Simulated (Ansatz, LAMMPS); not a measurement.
# Glassy NaFeSi2O6 (120 atoms): a short ab initio trajectory, part 2 of 2

Wanted: a short trajectory of glassy NaFeSi2O6 (120 atoms) with its pair distributions.

Ansatz 0.2.0; Kohn-Sham DFT, PBE, PAW (set soft_2), plane waves.

The cell: 12 Fe, 12 Na, 72 O and 24 Si. The quench rate of 10 K/ps far exceeds what a furnace or splat quench reaches. The network of bonds at the start is that of the classical potential that made the cell. Without a Hubbard term or exact exchange, open shells on Fe are likely too delocalised. Sampling is at Γ alone, for a cell whose shortest periodic width is 12 Å.

So far, density (g/cm³): step 4 (local order late in the run) 2.76.

### Step 5. Single point at the last frame

The last frame is solved once more, with the analyses that the dynamics left out.

Input file input.yaml:

```yaml
crystal:
  lattice:
    - [11.8563, 0.0, 0.0]
    - [0.0, 11.8563, 0.0]
    - [0.0, 0.0, 11.8563]
  atoms:
    - { symbol: Fe, position: [0.11732, 0.21424, 0.26914], spin: 5.0 }
    - { symbol: Fe, position: [0.38485, 0.27605, 0.33664], spin: -5.0 }
    - { symbol: Fe, position: [0.35076, 0.14792, 0.90238], spin: 5.0 }
    - { symbol: Fe, position: [0.15889, 0.75947, 0.14631], spin: -5.0 }
    [... 110 atom lines left out ...]
    - { symbol: Si, position: [0.60745, 0.33545, 0.48899] }
    - { symbol: Si, position: [0.26193, 0.40763, 0.56109] }
    - { symbol: Si, position: [0.66821, 0.56883, 0.06129] }
    - { symbol: Si, position: [0.99662, 0.69332, 0.35717] }
    - { symbol: Si, position: [0.37503, 0.79252, 0.32653] }
    - { symbol: Si, position: [0.91492, 0.14796, 0.61633] }
magnetization:
  spin_polarized: true
kpoints:
  mp_grid: { grid: [1, 1, 1] }
hamiltonian:
  xc: pbe
scf:
  occupations: { method: gaussian, width: 0.025 }
  lower_state_search: "off"
output:
  forces: true
  stress: true
  populations: true
  dos:
    method: { smearing: { sigma: 0.15 } }
    de: 0.1
    projected: { site_lists: { Fe: [Fe], Na: [Na], O: [O], Si: [Si] } }
  eigenvalues: true
  write_density: true
  write_potential: true
  volumetric_format: npy
```

Run with:

```console
$ ansatz run input.yaml --threads 16 --pin off --max-ram 31232MiB --backend cpu --events-out ev --progress --plain --runs-dir out
```

Wall time 3.7 min (16 threads of Arm Neoverse V2, shared host); peak memory 5.7 GiB; 56 min of CPU time.

Numbers from this run:

```
free energy                             : -127788.2222 eV
free energy per atom                    : -1064.9019 eV/atom
SCF cycles                              : 91
pressure                                : -1.464 GPa
r.m.s. force component                  : 1.186 eV/Å
longest force                           : 5.131 eV/Å
Fermi energy                            : 5.065 eV
levels partly filled by over 2 per cent : 3
total moment                            : -9.022 μB
absolute moment                         : 54.54 μB
spilling of the projection              : 0.008924
```

Neighbours are counted within 2.16 Å (O-Si), 2.62 Å (O-Fe), 2.93 Å (O-Na), the cutoffs taken from the dynamics.

Length of the force by element and coordination:

```
element  coordination  atoms  mean length of the force (eV/Å)  spread  least   most
     Fe           all     12                             1.36   0.436  0.590   2.40
     Fe             4      2                             1.31   0.326  0.980   1.63
     Fe             5      9                             1.34   0.469  0.590   2.40
     Fe             6      1                             1.64       0   1.64   1.64
     Na           all     12                            0.564   0.278  0.194   1.25
     Na             2      1                             0.45       0   0.45   0.45
     Na             3      1                            0.194       0  0.194  0.194
     Na             4      6                            0.559   0.316  0.285   1.25
     Na             5      3                            0.720   0.186  0.579  0.982
     Na             6      1                            0.605       0  0.605  0.605
      O           all     72                             1.78   0.812  0.486   4.03
      O             2     22                             1.94   0.813  0.843   4.03
      O             3     39                             1.78   0.826  0.486   3.88
      O             4     11                             1.50   0.666  0.790   2.53
     Si           all     24                             2.73   0.933   1.27   5.13
```

Löwdin charges by element and coordination (they lack the spilled electrons, 0.062 e an atom on average):

```
element  coordination  atoms  mean charge (e)  spread   least    most
     Fe           all     12             1.46   0.051    1.33    1.54
     Fe             4      2             1.48  5.0e-4    1.48    1.48
     Fe             5      9             1.44  0.0492    1.33    1.49
     Fe             6      1             1.54       0    1.54    1.54
     Na           all     12            0.806  0.0188   0.766   0.833
     Na             2      1            0.833       0   0.833   0.833
     Na             3      1            0.815       0   0.815   0.815
     Na             4      6            0.804  0.0207   0.766   0.819
     Na             5      3            0.798   0.014   0.779   0.811
     Na             6      1            0.800       0   0.800   0.800
      O           all     72           -0.829  0.0494  -0.961  -0.643
      O             2     22           -0.793   0.043  -0.904  -0.643
      O             3     39           -0.842  0.0415  -0.949  -0.777
      O             4     11           -0.858  0.0468  -0.961  -0.794
     Si           all     24             1.66  0.0342    1.59    1.74
```

Magnetic moments by element and coordination:

```
element  coordination  atoms  mean moment (μB)  spread    least     most
     Fe           all     12            -0.539    3.42    -3.74     3.54
     Fe             4      2            0.0359    3.50    -3.47     3.54
     Fe             5      9            -0.310    3.41    -3.57     3.52
     Fe             6      1             -3.74       0    -3.74    -3.74
     Na           all     12           -1.0e-4  4.0e-4   -0.001   5.0e-4
     Na             2      1            -0.001       0   -0.001   -0.001
     Na             3      1           -3.0e-4       0  -3.0e-4  -3.0e-4
     Na             4      6                 0  4.0e-4  -8.0e-4   5.0e-4
     Na             5      3            1.0e-4  1.0e-4  -1.0e-4   3.0e-4
     Na             6      1            1.0e-4       0   1.0e-4   1.0e-4
      O           all     72           -0.0175   0.109   -0.429    0.219
      O             2     22           -0.0333  0.0973   -0.353    0.138
      O             3     39           -0.0233   0.121   -0.429    0.219
      O             4     11            0.0347  0.0637  -0.0545    0.133
     Si           all     24           -3.0e-4  0.0025   -0.005   0.0052
```

Density of states as counts of states in windows of 1 eV (from the Fermi level), total and the larger projections:

```
from (eV)  to (eV)  total up  total down   O p  Fe d  Si p
      -10       -9       6.5         6.5   8.7   0.1   1.0
       -9       -8       8.0         8.2  11.3   0.5   1.6
       -8       -7      12.3        12.7  17.7   1.8   3.3
       -7       -6      22.2        25.5  32.6   6.7   5.1
       -6       -5      35.7        36.1  49.1  14.1   4.3
       -5       -4      41.4        41.7  61.7  14.5   2.7
       -4       -3      44.7        43.9  70.9  12.2   1.9
       -3       -2      35.9        38.1  59.9  10.6   1.1
       -2       -1      26.4        28.3  44.3   8.0   0.8
       -1        0       4.3         4.8   4.7   3.8   0.1
        0        1      19.9        17.7   6.3  30.0   0.3
        1        2      10.5         5.4   3.6  11.0   0.2
        2        3       5.1         3.8   1.9   4.0   0.2
        3        4       3.6         3.9   1.0   0.1   0.6
        4        5       9.1         8.5   2.2   0.1   2.7
```

Between -26 and -10 eV lie 225 more states.

The stored curve holds about 708 of the 828 electrons; the rest, give or take the few that broadening carries across the Fermi level, lie in deeper levels below its range.

The levels nearest the highest filled one (over half full), pooled over k-points and spins:

```
level less the highest filled one (eV)  occupation
                                -0.668           1
                                -0.622           1
                                -0.620           1
                                -0.570           1
                                -0.349           1
                                     0       0.511
                                0.0081       0.334
                                0.0185       0.153
                                0.0519       0.002
                                 0.146           0
                                 0.189           0
                                 0.221           0
```

Mean Löwdin charges: Fe +1.46, Na +0.81, O -0.83, Si +1.66 e (they miss 0.89 % of the electrons, so they add up to more than the cell's charge). The cell holds a total moment of -9.02 μB, from site moments of up to 3.7 μB that point both ways; no search proves this magnetic order the lowest. Within 0.4 eV of the Fermi level the largest share is Fe d (80 % of the projected weight).

### Step 6. Outcome

| Item | Value |
| --- | --- |
| mean temperature, second half | 790 K |
| temperature swing, second half | 35.6 K |
| mean pressure, second half | -0.4259 GPa |
| slope of the conserved energy against time, by least squares | 0.0437 meV/atom/ps |
| free energy per atom | -1064.9019 eV/atom |
| pressure | -1.464 GPa |
| r.m.s. force component | 1.186 eV/Å |
| wall time of the 3 DFT runs | 58 min |

Over the second half of 110 fs the temperature averages 790 K with swings of 36 K r.m.s. The conserved energy stays within 0.06 meV/atom. The count of bonds goes from 208 in the first frame to 205 in the last, by one set of cutoffs: 13 pairs passed out of them and 10 came within. The run spans 0.11 ps, too short for its means to be equilibrium values. With the cutoffs above, 75 % of Fe atoms have 5, 50 % of Na atoms have 4, 54 % of O atoms have 3 and all Si atoms have 4 bonded neighbours. Counting bonds to Si alone, not to Fe, 39 % of the oxygens join two of these atoms and 56 % one; 6 % join none. 3 levels are partly filled, by over 2 % (at Γ alone): no clear gap opens at this level. Levels of broken or missing bonds inside a gap of the host would look the same.

The cell holds a total moment of -9.02 μB, from site moments of up to 3.7 μB that point both ways; no search proves this magnetic order the lowest.

Caveats: In the spin-polarised runs the search for a state of lower energy was switched off. The starting topology of bonds comes from the classical model; in DFT 13 of its 208 bonded pairs passed out of the cutoffs and 10 came within them. The run was spin polarised, started with 5 moments up and 7 down in a pattern of our own, ending at -9.0 μB in the cell; that starting order needn't be the real material's, and it bears on forces, charges and levels. The stress is far from hydrostatic: its diagonal is -2.8, 0.3, -1.9 GPa, compression counted positive. The pressure of a single frame lacks the kinetic term, about 0.79 GPa here.

[Logs are printed without paths, hosts, clocks, repeated set-up lines and the standing remarks that a program may print on its own settings, such as how far it seeks lower states.]

[Hosts, paths, dates, database ids (printed as entryN), source tags and the programs' standing remarks are cut or masked in the printed files.]
